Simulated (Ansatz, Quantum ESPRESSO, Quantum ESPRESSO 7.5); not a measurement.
# Mo2COS MXene, 1 layer: biaxial strain by an ASE script

Aim: band edges, gap and stiffness of Mo2COS MXene, 1 layer under biaxial strain.

Main program and level: Quantum ESPRESSO 7.5; plane-wave DFT, PBE, GBRV ultrasoft pseudopotentials (geometry by Ansatz 0.2.0 with PAW datasets; geometry under PBE).

Report form: the programs' logs are mostly left out.

**1. Starting point**

The cell holds 5 atoms: 1 S, 2 Mo, 1 C and 1 O. Cell: a = 3.025 Å, b = 3.025 Å, c = 20.151 Å, α = 90.0°, β = 90.0°, γ = 120.0°. It derives from Mo2COS. Vacuum lies along c.

**2. Relaxation with Ansatz**

A relaxation in Ansatz fixes the structure of this slab for the runs on it.

The input, input.yaml:

```yaml
crystal:
  lattice:
    - [3.024736, 0.0, 0.0]
    - [-1.512368, 2.6194982157, 0.0]
    - [0.0, 0.0, 20.1513579428]
  atoms:
    - { symbol: S, position: [0.3333333333, 0.6666666667, 0.3721833547] }
    - { symbol: Mo, position: [0.6666666667, 0.3333333333, 0.4564634339] }
    - { symbol: C, position: [0.0, 0.0, 0.5156892311] }
    - { symbol: Mo, position: [0.3333333333, 0.6666666667, 0.5749150284] }
    - { symbol: O, position: [0.6666666667, 0.3333333333, 0.6278166453] }
kpoints:
  mp_grid: { grid: [12, 12, 1] }
hamiltonian:
  xc: pbe
scf:
  occupations: { method: fermi_dirac, width: 0.05 }
  convergence: { dr2_threshold: 1.0e-08 }
efield:
  axis: 3
  dipole_correction: true
  ramp_position: 0.97
  ramp_width: 0.04
relax:
  f_tol: 0.01
  cell: { fix: [c, alpha, beta] }
output:
  write_potential: true
  write_density: true
  volumetric_format: npy
```

On the command line:

```sh
$ ansatz run input.yaml --threads 2 --pin off --max-ram 4096MiB --backend cpu --events-out ev --progress --plain --runs-dir out
```

Wall time 37 s (2 threads of Arm Neoverse V2, shared host); peak memory 0.51 GiB.

The steps of the relaxation:

| step | energy less that of the first step (eV) | largest force component (eV/Å) | pressure (GPa) | volume (Å³) |
| --- | --- | --- | --- | --- |
| 1 | 0.0000 | 1.0961 | 4.86 | 159.67 |
| 2 | -0.2706 | 1.1414 | -0.27 | 172.85 |
| 3 | -0.2653 | 0.4426 | -0.21 | 178.82 |
| 4 | -0.3067 | 0.0952 | -0.26 | 174.21 |
| 5 | -0.3074 | 0.0303 | -0.05 | 174.47 |
| 6 | -0.3075 | 0.0134 | -0.05 | 174.39 |
| 7 | -0.3075 | 0.0198 | -0.02 | 174.34 |
| 8 | -0.3075 | 0.0030 | -0.03 | 174.34 |
| 9* | -0.3248 | 0.0029 | 0.11 | 174.34 |
| 10 | -0.3248 | 0.0005 | 0.01 | 174.71 |
| 11* | -0.3250 | 0.0004 | 0.01 | 174.71 |

Relaxation steps marked * repeat the geometry before them on a plane-wave basis chosen anew for their cell, so energy and pressure can jump there. Relaxation steps 3, 7 were tried and not accepted.

| cell as run | before | after | change |
| --- | --- | --- | --- |
| a (Å) | 3.025 | 3.164 | +4.6 % |
| b (Å) | 3.025 | 3.164 | +4.6 % |

The atoms that moved most (Å, along periodic axes as changes of fractional coordinates times the final cell, across vacuum about the mean position):

| atom | dx | dy | dz | length |
| --- | --- | --- | --- | --- |
| S1 | 0.000 | 0.000 | 0.121 | 0.121 |
| Mo4 | 0.000 | 0.000 | -0.107 | 0.107 |
| O5 | 0.000 | 0.000 | -0.089 | 0.089 |
| Mo2 | 0.000 | 0.000 | 0.082 | 0.082 |
| C3 | 0.000 | 0.000 | -0.007 | 0.007 |

The relaxed structure:

```xyz
5
Lattice="3.1640 0.0000 0.0000 -1.5820 2.7401 0.0000 0.0000 0.0000 20.1514" Properties=species:S:1:pos:R:3
S     0.0000    1.8267    7.6211
Mo    1.5820    0.9134    9.2804
C     0.0000    0.0000   10.3850
Mo    0.0000    1.8267   11.4779
O     1.5820    0.9134   12.5624
```

This step gave:

| Property | Result |
| --- | --- |
| free energy | -11633.0868 eV |
| energy at zero smearing | -11633.0761 eV |
| smearing term TS | 0.02140 eV |
| Fermi energy | 1.697 eV |
| symmetry operations | 6 |
| work function of the upper face | 6.189 eV |
| work function of the lower face | 5.283 eV |
| dipole along the normal | -0.04343 e·Å |

**3. The script**

Under ESM bc1 levels count from the vacuum, or from the mean of the two vacuum levels where the sheet has a dipole, so band edges at unlike strains can be compared.

Level of this step: plane-wave DFT, PBE, GBRV ultrasoft pseudopotentials (Quantum ESPRESSO 7.5).

The input, run.py:

```python
import json
import numpy as np
from ase import Atoms
from ase.calculators.espresso import Espresso, EspressoProfile

profile = EspressoProfile(command='mpirun -n 2 pw.x -nk 2', pseudo_dir='../pseudo')
pseudopotentials = {'C': 'c_pbe_v1.2.uspp.F.UPF', 'Mo': 'mo_pbe_v1.uspp.F.UPF', 'O': 'o_pbe_v1.2.uspp.F.UPF', 'S': 's_pbe_v1.4.uspp.F.UPF'}
system = {'ecutwfc': 40, 'ecutrho': 200, 'occupations': 'smearing', 'smearing': 'fd', 'degauss': 0.002}


def calculator(name, kpts, **extra):
    data = dict(control=dict(tprnfor=True, verbosity='high', disk_io='none'),
                system=system | extra,
                electrons=dict(conv_thr=1e-09, mixing_beta=0.4, mixing_mode='plain',
                               electron_maxstep=100))
    return Espresso(profile=profile, directory=name, pseudopotentials=pseudopotentials, kpts=kpts, input_data=data)


def centre(atoms):
    z = atoms.positions[:, 2]
    atoms.positions[:, 2] -= (z.max() + z.min()) / 2  # ESM wants the slab about z = 0
    return atoms

sheet = Atoms(
    ['S', 'Mo', 'C', 'Mo', 'O'],
    scaled_positions=[
        [0.3333333333, 0.6666666667, 0.3781939999],
        [0.6666666667, 0.3333333333, 0.4605348349],
        [0.0000000000, 0.0000000000, 0.5153505176],
        [0.3333333333, 0.6666666667, 0.5695854587],
        [0.6666666667, 0.3333333333, 0.6234028823]],
    cell=[
        [3.164000459499, 0.000000000000, 0.000000000000],
        [-1.582000229749, 2.740104775512, 0.000000000000],
        [0.000000000000, 0.000000000000, 20.151357942800]],
    pbc=True)

rows = []
for strain in [-0.03, -0.015, 0.0, 0.015, 0.03]:
    atoms = sheet.copy()
    atoms.set_cell(sheet.cell.array * [[1 + strain], [1 + strain], [1]], scale_atoms=True)
    atoms = centre(atoms)
    atoms.calc = calculator(f's{strain:+.3f}', (12, 12, 1), assume_isolated='esm', esm_bc='bc1', nbnd=26)
    energy = atoms.get_potential_energy()
    levels = np.array([atoms.calc.get_eigenvalues(kpt=i) for i in range(len(atoms.calc.get_ibz_k_points()))])
    top, bottom = levels[:, 21].max(), levels[:, 22].min()
    direct = (levels[:, 22] - levels[:, 21]).min()
    rows.append([strain, energy, top, bottom, direct])
    print(f'strain {strain:+.3f}: E = {energy:.5f} eV, valence top {top:.3f}, conduction bottom {bottom:.3f}, '
          f'gap {bottom - top:.3f}, least direct gap {direct:.3f} eV')

x, energy, top, bottom, direct = np.array(rows).T
area = np.linalg.norm(np.cross(*sheet.cell[:2]))
stiffness = np.polyfit(x, energy, 2)[0] / area * 16.0218  # C11 + C12, heights clamped
print(f'valence and conduction edges move by {np.polyfit(x, top, 1)[0]:.2f} and {np.polyfit(x, bottom, 1)[0]:.2f} eV per unit biaxial strain')
print(f'C11 + C12 with clamped heights: {stiffness:.1f} N/m')
json.dump(dict(rows=rows, stiffness=stiffness), open('result.json', 'w'))
```

On the command line:

```sh
$ OMP_NUM_THREADS=1 python run.py
```

The job ended after 7 min (2 MPI ranks; peak memory 0.42 GiB; 14 min of CPU time).

This step gave:

| Quantity | Value |
| --- | --- |
| biaxial stiffness | 400.8 N/m |

Band edge from the vacuum level against biaxial strain:

| biaxial strain (%) | valence top (eV) | conduction bottom (eV) |
| --- | --- | --- |
| -3.00 | -5.25 | -6.40 |
| -1.50 | -5.41 | -6.48 |
| 0.00 | -5.56 | -6.55 |
| 1.50 | -5.69 | -6.49 |
| 3.00 | -5.82 | -6.45 |

The gap by biaxial strain:

| biaxial strain (%) | on the mesh (eV) | least direct (eV) |
| --- | --- | --- |
| -3.00 | -1.15 | 0 |
| -1.50 | -1.07 | 0 |
| 0.00 | -0.982 | 0.0072 |
| 1.50 | -0.801 | 0.126 |
| 3.00 | -0.637 | 0.195 |

Table of energy over the lowest by biaxial strain:

| biaxial strain (%) | energy over the lowest (meV) |
| --- | --- |
| -3.00 | 203 |
| -1.50 | 46.3 |
| 0.00 | 0 |
| 1.50 | 51.2 |
| 3.00 | 188 |

**4. Running the series: vdW-DF-cx, GBRV ultrasoft**

Level of this step: plane-wave DFT, vdW-DF-cx, GBRV ultrasoft pseudopotentials made under PBE (Quantum ESPRESSO 7.5). input_dft overrides the functional of the files.

run.py, as its differences from the input of step 3:

```diff
@@ -7,3 +7,3 @@
 pseudopotentials = {'C': 'c_pbe_v1.2.uspp.F.UPF', 'Mo': 'mo_pbe_v1.uspp.F.UPF', 'O': 'o_pbe_v1.2.uspp.F.UPF', 'S': 's_pbe_v1.4.uspp.F.UPF'}
-system = {'ecutwfc': 40, 'ecutrho': 200, 'occupations': 'smearing', 'smearing': 'fd', 'degauss': 0.002}
+system = {'ecutwfc': 40, 'ecutrho': 200, 'input_dft': 'vdw-df-cx', 'occupations': 'smearing', 'smearing': 'fd', 'degauss': 0.002}
```

On the command line:

```sh
$ OMP_NUM_THREADS=1 python run.py
```

Run time: 9.8 min. Hardware: 2 MPI ranks; peak memory 0.45 GiB; 19 min of CPU time.

This step gave:

* biaxial stiffness: 394.8 N/m

Band edge from the vacuum level against biaxial strain:

| biaxial strain (%) | valence top (eV) | conduction bottom (eV) |
| --- | --- | --- |
| -3.00 | -5.39 | -6.52 |
| -1.50 | -5.55 | -6.60 |
| 0.00 | -5.70 | -6.67 |
| 1.50 | -5.82 | -6.62 |
| 3.00 | -5.95 | -6.58 |

The gap by biaxial strain:

| biaxial strain (%) | on the mesh (eV) | least direct (eV) |
| --- | --- | --- |
| -3.00 | -1.13 | 0 |
| -1.50 | -1.05 | 0 |
| 0.00 | -0.972 | 0 |
| 1.50 | -0.800 | 0.110 |
| 3.00 | -0.635 | 0.195 |

Table of energy over the lowest by biaxial strain:

| biaxial strain (%) | energy over the lowest (meV) |
| --- | --- |
| -3.00 | 97.8 |
| -1.50 | 0 |
| 0.00 | 10.3 |
| 1.50 | 117 |
| 3.00 | 308 |

**5. By hand**

Under equal strain ε in the plane, E = A (C11 + C12) ε². From the points at ±1.5 %: d²E/dε² = (46.31 + 51.20 − 2 × 0.00) meV / 0.015² = 433 eV, and 433/(2 × 8.670 Å²) × 16.02 = 400 N/m.

**6. Results**

```json
{"C11 + C12, heights clamped, PBE, GBRV ultrasoft": "401 N/m", "C11 + C12, heights clamped, vdW-DF-cx, GBRV ultrasoft (made under PBE)": "395 N/m"}
```

In words: The sheet's biaxial stiffness comes to 401 N/m (PBE, GBRV ultrasoft). The bands overlap at every strain: the sheet is a metal, and edges by band count are no gaps. Heights are clamped under strain, which makes a sheet with several atomic planes too stiff. Zero strain is the PBE cell; under vdW-DF-cx the energy is lowest near -0.8 %, so its stiffness is taken away from its own minimum. Semilocal gaps are too small. The sheet carries a dipole, so the two faces have unlike vacuum levels and the zero lies between them. Spin-orbit coupling is left out; depending on the atoms that carry the levels of interest, it can split and shift them by tens to hundreds of meV.

[Logs are printed without paths, hosts, clocks, repeated set-up lines and the standing remarks that a program may print on its own settings, such as how far it seeks lower states.]

[Hosts, paths, dates, database ids (printed as entryN), source tags and the programs' standing remarks are cut or masked in the printed files.]

[Maps of the electrostatic potential energy from Ansatz leave out the sawtooth potential of an applied field or a dipole correction, so their vacuum need not be flat; planar profiles and work functions include it.]
